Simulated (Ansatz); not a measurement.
# Debugging a many-body input for WS2 (Tungstenite)

A first try at the G0W0 gap of WS2 (Tungstenite), what the program said, and an input that works.

Method: G0W0 on PBE, plane waves, PAW, in Ansatz 0.2.0.

## Step 1: Starting point

Symmetry: P6_3/mmc, No. 194, hexagonal system. The conventional cell has a = 3.153 Å, b = 3.153 Å, c = 12.323 Å, α = 90.00°, β = 90.00°, γ = 120.00°. Nearest to W lie 6 S at 2.40 Å. Nearest to S lie 3 W at 2.40 Å. Farther neighbours and most contacts between anions are not listed.

The cell and positions come from the Crystallography Open Database and are kept as given unless a step says otherwise. Spin-orbit coupling is left out unless a step names it. The default PAW set here is soft_2. Its files were made with PBE.

## Step 2: First try

The input, input.yaml:

```yaml
crystal:
  lattice:
    - [3.1532, 0.0, 0.0]
    - [-1.5766, 2.7307513032, 0.0]
    - [0.0, 0.0, 12.323]
  atoms:
    - { symbol: W, position: [0.3333333333, 0.6666666667, 0.25] }
    - { symbol: W, position: [0.6666666667, 0.3333333333, 0.75] }
    - { symbol: S, position: [0.3333333333, 0.6666666667, 0.6225] }
    - { symbol: S, position: [0.6666666667, 0.3333333333, 0.1225] }
    - { symbol: S, position: [0.3333333333, 0.6666666667, 0.8775] }
    - { symbol: S, position: [0.6666666667, 0.3333333333, 0.3775] }
kpoints:
  mp_grid: { grid: [1, 1, 1] }
hamiltonian:
  xc: pbe
scf:
  occupations: { method: fixed }
gw:
  n_empty_bands: 111
  ecut_chi: 60
  qp_bands: [v2, c2]
  qp_kpoints: band_edges
  screening: { model: contour_deformation }
```

On the command line:

```
ansatz run input.yaml --threads 3 --pin off --max-ram 92160MiB --backend cuda --events-out ev --progress --plain --runs-dir out --devices 1 --max-vram 13GiB  # rebuilt from the run's record
```

Numbers of over 12 decimals in the logs are rounded to 6 here.

What it wrote:

```text
GPUs: using 1 of 1 available (devices: 1).
Engine: ansatz 0.2.0, x86_64-unknown-linux-gnu
Pseudopotentials: kind: paw
Pseudopotential: W, paw, valence charge 14, recommended cutoff 420 eV (normal), W.paw.azcp
Pseudopotential: S, paw, valence charge 6, recommended cutoff 420 eV (normal), S.paw.azcp
Functional definition: PBE
  parameter kappa = 0.804
  parameter beta = 0.066725
  exchange = pbe_x(kappa = kappa, mu = beta*pi^2/3)
  correlation = pbe_c(beta = beta)
device memory: the entry about to start is reckoned to put 0.7 GiB on a device that reports 58.6 GiB free (of which the cap on the GPU budget leaves the run 13.0 GiB)
GPU FFT provider: cuFFT
GPU libraries: cuBLAS 13.8.2, cuFFT 12.4.0, cuSOLVER 12.3.4
Crystal: 6 atoms, lattice volume = 106.108 Å³
Basis set: ecut = 420 eV, 2057 PW (Γ)
Bands: 32, of which v1, the nominal top of the filled ones, is band 26 counted from 1 (25 counted from 0)
Symmetry: 24 space group operations
Space group: P63/mmc (ITA 194), of the structure as read, at distance tolerance 4.7e-5 Å
k-points: 1
Non-local potential: W, projectors of the file, l = 0: 3, l = 1: 2, l = 2: 2, l = 3: 1
Non-local potential: S, projectors of the file, l = 0: 2, l = 1: 2, l = 2: 2
PAW form: soft (Blöchl's): semilocal exchange-correlation on the pseudo side does not see the compensation charge
PAW one-centre angular grid: W, 590 points (default); XC on 64 Gauss nodes
PAW one-centre angular grid: S, 110 points (default); XC on 64 Gauss nodes
Initial density: superposition of atomic densities (neutral atoms: chi_scale 0, normalization atom), corrected by the library's trained network
Initial wavefunctions: pseudopotential atomic-orbital guess
GPU buffer pool allocated for 51840 grid points (all kernels)
GPU transforms: local potential and band sums: pruned to the plane-wave sphere, on 24×24×81
Functional: x = pbe(κ = 0.804, μ = 0.219515), c = pbe(β = 0.066725)
SCF iter   1: F=—  HF=-24368.029062 eV  |F-HF|=—  |Δ(HF+E_count)|=         —  Δρ=1.02e-1  dr2=2.85e1  ethr=1.77e-3  ⟨swp⟩=5.0  Hψ=130  notcnv=0
preconditioner: auto → Resta (q_TF=auto, 2.423 Å⁻¹)  ε∞=8.3  [insulator: Δε(μ)=2.313 eV  Ē_g=8.015 eV  n_scr=26 (ndim 8)  ℏωp=21.6 eV  f_vac=0.016  ε∞_Penn≈8.3]
SCF iter   2: F=—  HF=-24365.192546 eV  |F-HF|=—  |Δ(HF+E_count)|=    2.84e0  Δρ=5.94e-2  dr2=5.78e0  ethr=1.77e-3  ⟨swp⟩=4.0  Hψ=81  notcnv=0  defer=4
SCF iter   3: F=—  HF=-24364.467347 eV  |F-HF|=—  |Δ(HF+E_count)|=   7.25e-1  Δρ=2.60e-2  dr2=6.85e-1  ethr=1.77e-3  ⟨swp⟩=3.0  Hψ=64  notcnv=0
SCF iter   4: F=—  HF=-24364.457531 eV  |F-HF|=—  |Δ(HF+E_count)|=   9.82e-3  Δρ=5.17e-3  dr2=3.85e-2  ethr=1.32e-3  ⟨swp⟩=2.0  Hψ=56  notcnv=0
SCF iter   5: F=—  HF=-24364.460561 eV  |F-HF|=—  |Δ(HF+E_count)|=   3.03e-3  Δρ=1.84e-3  dr2=8.47e-3  ethr=7.40e-5  ⟨swp⟩=2.0  Hψ=48  notcnv=0  defer=4
SCF iter   6: F=—  HF=-24364.462265 eV  |F-HF|=—  |Δ(HF+E_count)|=   1.70e-3  Δρ=5.97e-4  dr2=1.14e-3  ethr=1.63e-5  ⟨swp⟩=3.0  Hψ=52  notcnv=0  defer=4
SCF iter   7: F=—  HF=-24364.462394 eV  |F-HF|=—  |Δ(HF+E_count)|=   1.29e-4  Δρ=1.40e-4  dr2=5.72e-5  ethr=2.19e-6  ⟨swp⟩=2.0  Hψ=44  notcnv=0  defer=4
SCF iter   8: F=—  HF=-24364.462395 eV  |F-HF|=—  |Δ(HF+E_count)|=   1.01e-6  Δρ=2.56e-5  dr2=8.01e-7  ethr=1.10e-7  ⟨swp⟩=2.0  Hψ=54  notcnv=0  defer=2
SCF iter   9: F=-24364.462396 eV  HF=-24364.462396 eV  |F-HF|=1.40e-8  |Δ(HF+E_count)|=   3.60e-7  Δρ=4.78e-6  dr2=2.64e-8  ethr=1.92e-10  ⟨swp⟩=8.0  Hψ=119  notcnv=0
SCF 1 converged in 9 iterations: F = -24364.462396 eV  dr2 = 2.64e-8
[...]
device memory: the entry about to start is reckoned to put 0.8 GiB on a device that reports 58.5 GiB free (of which the cap on the GPU budget leaves the run 13.0 GiB)
NSCF: frozen V_eff on 1 k-points
[...]
device memory: the entry about to start is reckoned to put 1.3 GiB on a device that reports 58.5 GiB free (of which the cap on the GPU budget leaves the run 13.0 GiB)
NSCF: frozen V_eff on 1 k-points
G₀W₀ screening: q 1/1
G₀W₀ self-energy: k 1/1
device memory: the entry about to start is reckoned to put 0.5 GiB on a device that reports 56.5 GiB free (of which the cap on the GPU budget leaves the run 13.0 GiB)
NSCF: frozen V_eff on 1 k-points
device memory: the entry about to start is reckoned to put 0.5 GiB on a device that reports 56.5 GiB free (of which the cap on the GPU budget leaves the run 13.0 GiB)
NSCF: frozen V_eff on 1 k-points
device memory: the entry about to start is reckoned to put 0.5 GiB on a device that reports 56.5 GiB free (of which the cap on the GPU budget leaves the run 13.0 GiB)
NSCF: frozen V_eff on 1 k-points
device memory: the entry about to start is reckoned to put 0.5 GiB on a device that reports 56.4 GiB free (of which the cap on the GPU budget leaves the run 13.0 GiB)
NSCF: frozen V_eff on 1 k-points
device memory: the entry about to start is reckoned to put 0.5 GiB on a device that reports 56.6 GiB free (of which the cap on the GPU budget leaves the run 13.0 GiB)
NSCF: frozen V_eff on 1 k-points
device memory: the entry about to start is reckoned to put 0.5 GiB on a device that reports 56.6 GiB free (of which the cap on the GPU budget leaves the run 13.0 GiB)
NSCF: frozen V_eff on 1 k-points
SCF converged after 9 iterations
Free energy (F): -24364.462396 eV
Harris-Foulkes:  -24364.462396 eV  (|F-HF|=1.40e-8)
Internal energy: -24364.462396 eV  (E = F + TS)
E sigma→0 (E₀):  -24364.462396 eV
Fermi energy:    12.609883 eV
--- Per-component energies (eV) ---
  E_band       = -301.580741
  E_kinetic    = 1376.695800
  E_local      = -3562.694289  (includes V_loc(G=0)·N_el)
  E_nonlocal   = 115.654584
  E_hartree    = 1438.690272
  E_xc         = -929.079896
  E_vxc        = -836.427375  (∫ρ·V_xc dr)
  E_paw        = -19528.963797  (= ΣΔE_a)
  E_vpaw       = -272.195682  (= ΣTr[D̂ρ^β])
  E_aug_tail   = -0.000128  (compensation charges beyond the density's cutoff)
  E_ewald      = -3274.764942
  E_smearing   = -0.000000  (= −TS)
  E_closure    = -0.000000  (closes the sum)
  Σ components = -24364.462396   (vs F -24364.462396, Δ=0.00e0)
--- Band table (eV) ---
  k-point 0: bands = [... 22 lower, 10.1586, 10.5312, 11.4188, 12.6099, 14.5748, 14.5748, 14.6937, 14.6937, ... 2 higher]
--- G₀W₀: contour deformation, 6 samples at zero and on the imaginary axis and 1 off it, 1 q-point, 111 empty bands' worth ---
  eigenvalues of the whole cell's RPA ε∞ on this k-mesh (on a slab, of 1 + 4πα/V) = 5.0832, 28.0825, 28.0825; static W/v taken at q = 0 is 1.126434
  gw.qp_kpoints: band_edges: 1 of 1 stored k-point solved, in 1 pass; an edge of the gap read off the rows below is read off those points alone
    ik  band        ε_KS         Σx   Σc(E_QP)       V_xc       Z   E_QP_lin       E_QP  E_QP is
     0    25     11.4188   -19.1711     3.0132   -16.5748  0.7046    11.8289    11.8357  root
     0    26     12.6099   -19.4030     1.7775   -18.4262  0.7374    13.3943    13.4106  root
     0    27     14.5748   -14.9840    -2.9044   -18.2232  0.7168    14.9138    14.9096  root
     0    28     14.5748   -14.9840    -2.9044   -18.2232  0.7168    14.9138    14.9096  root
```

Elapsed: 7.1 s, on 1 × NVIDIA H100 80GB HBM3 (shared by 6 runs) with 3 threads of AMD EPYC 7R13 (Zen 3), shared host; peak memory 1 GiB; 4.4 s of CPU time.

The column dr2 measures how far the density is from self-consistency, as an energy; F and HF (Harris–Foulkes) agree once it is small.

**What went wrong?**

The run ended normally, though the input holds a fault or crude settings.

The fault: one k-point. One point can't sample the density or the screening of a small cell, and the band edges may lie elsewhere in the zone.

It printed a gap of 1.50 eV, which is an artefact of the settings.

## Step 3: A better input

G0W0 replaces the xc potential by the self-energy, built once from these orbitals. Only a window of levels is corrected, while the sums run over the empty bands that the input names.

input.yaml: that of step 2 with these lines changed.

```diff
@@ -13,3 +13,3 @@
 kpoints:
-  mp_grid: { grid: [1, 1, 1] }
+  mp_grid: { grid: [6, 6, 2] }
 hamiltonian:
@@ -19,4 +19,4 @@
 gw:
-  n_empty_bands: 111
-  ecut_chi: 60
+  n_empty_bands: 442
+  ecut_chi: 150
   qp_bands: [v2, c2]
```

What it wrote:

```text
GPUs: using 1 of 1 available (devices: 1).
[...]
GPU FFT provider: cuFFT
GPU libraries: cuBLAS 13.8.2, cuFFT 12.4.0, cuSOLVER 12.3.4
Crystal: 6 atoms, lattice volume = 106.108 Å³
Basis set: ecut = 420 eV, 2057 PW (Γ)
Bands: 32, of which v1, the nominal top of the filled ones, is band 26 counted from 1 (25 counted from 0)
[... 1 set-up line as in the run before ...]
[...]
k-points: 14 of 72
[...]
GPU buffer pool allocated for 51840 grid points (all kernels)
[...]
SCF iter   1: F=—  HF=-24382.730793 eV  |F-HF|=—  |Δ(HF+E_count)|=         —  Δρ=5.24e-3  dr2=1.40e-2  ethr=1.77e-3  ⟨swp⟩=5.0  Hψ=1824  notcnv=0  defer=34
[...]
SCF iter   6: F=-24382.740073 eV  HF=-24382.740073 eV  |F-HF|=3.11e-8  |Δ(HF+E_count)|=   2.32e-7  Δρ=5.46e-6  dr2=4.66e-8  ethr=1.92e-10  ⟨swp⟩=6.0  Hψ=1449  notcnv=0
SCF 1 converged in 6 iterations: F = -24382.740073 eV  dr2 = 4.66e-8
[...]
0    25     10.5463   -18.2760     0.9662   -16.9847  0.7505    10.2193    10.2211  root
     0    26     11.7724   -19.4998     0.4260   -18.8127  0.7559    11.5107    11.5113  root
     0    27     14.0831   -13.7635    -4.3681   -18.4151  0.7574    14.3679    14.3666  root
     0    28     14.0831   -13.7635    -4.3681   -18.4151  0.7574    14.3679    14.3666  root
     1    25     11.4543   -19.2051     0.6934   -18.2106  0.7563    11.1522    11.1532  root
     1    26     11.4543   -19.2051     0.6934   -18.2106  0.7563    11.1522    11.1532  root
     1    27     14.0758   -13.7199    -4.3442   -18.3391  0.7568    14.3520    14.3508  root
     1    28     14.0758   -13.7199    -4.3442   -18.3391  0.7568    14.3520    14.3508  root
[...]
13    25     11.1204   -18.8566     0.4926   -18.0821  0.7591    10.8376    10.8385  root
    13    26     11.1204   -18.8566     0.4926   -18.0821  0.7591    10.8376    10.8385  root
    13    27     13.0734   -15.7503    -3.9653   -19.9259  0.7569    13.2843    13.2837  root
    13    28     13.0734   -15.7503    -3.9653   -19.9259  0.7569    13.2843    13.2837  root
[key lines of the parts left out:]
SCF converged after 6 iterations
Free energy (F): -24382.740073 eV
Fermi energy:    11.772355 eV
```

Wall time 39 s (1 × NVIDIA H100 80GB HBM3 (shared by 6 runs) with 3 threads); peak memory 1.7 GiB; 65 s of CPU time.

This step gave:

- bands summed: 468
- RPA ε∞ on this mesh (eigenvalues): 5.920, 13.93, 13.93
- plane waves in the screening matrix: 439
- q-points in the mesh: 72
- G0W0 gap on the mesh: 1.369 eV
- k of the valence top: 0, 0, 0
- k of the conduction bottom: 0.1667, 0.1667, 0
- starting gap on the mesh: 0.9775 eV
- Z at the valence top: 0.7559
- Z at the conduction bottom: 0.7674
- least direct G0W0 gap on the computed points: 2.316 eV

The gap on the mesh goes from 0.98 eV to 1.37 eV, a correction of +0.39 eV. Between the two edge states, bare exchange in place of the xc potential would open the gap by 4.62 eV, and correlation takes back 4.23 eV.

## Step 4: Summary of results

| Quantity | Value |
| --- | --- |
| first try | converged after 7.1 s |
| better run | G0W0 gap on the mesh 1.37 eV (6×6×2 mesh, 442 empty bands, screening to 150 eV) |

**Reading.** The second run differs in: mesh, empty bands and screening cutoff (eV). Bands and cutoff are finite, so the gap is not at the basis limit. The miss can reach some tenths of an eV and take either sign; the mesh is an error of its own. The 6×6×2 mesh is coarse for this cell (its supercell is 19 Å along the shortest edge). The RPA ε∞ on it, from the PBE start, is 5.92 and 13.93; such meshes misread the long-range screening, most where the gap is narrow. The many-body steps are scalar-relativistic: spin-orbit coupling is not in them.

[Paths, hosts, dates, memory and timing lines, banners, echoed tables and standing remarks are left out of the program output.]

[Logs are printed without paths, hosts, clocks, repeated set-up lines and the standing remarks that a program may print on its own settings, such as how far it seeks lower states.]

[Runs of the session that timed out or met a known fault of the program may be left out.]

[Cells called generated may have been cut or substituted from an entry of the Crystallography Open Database or the Materials Project.]

[Hosts, paths, dates, database ids (printed as entryN), source tags and the programs' standing remarks are cut or masked in the printed files.]
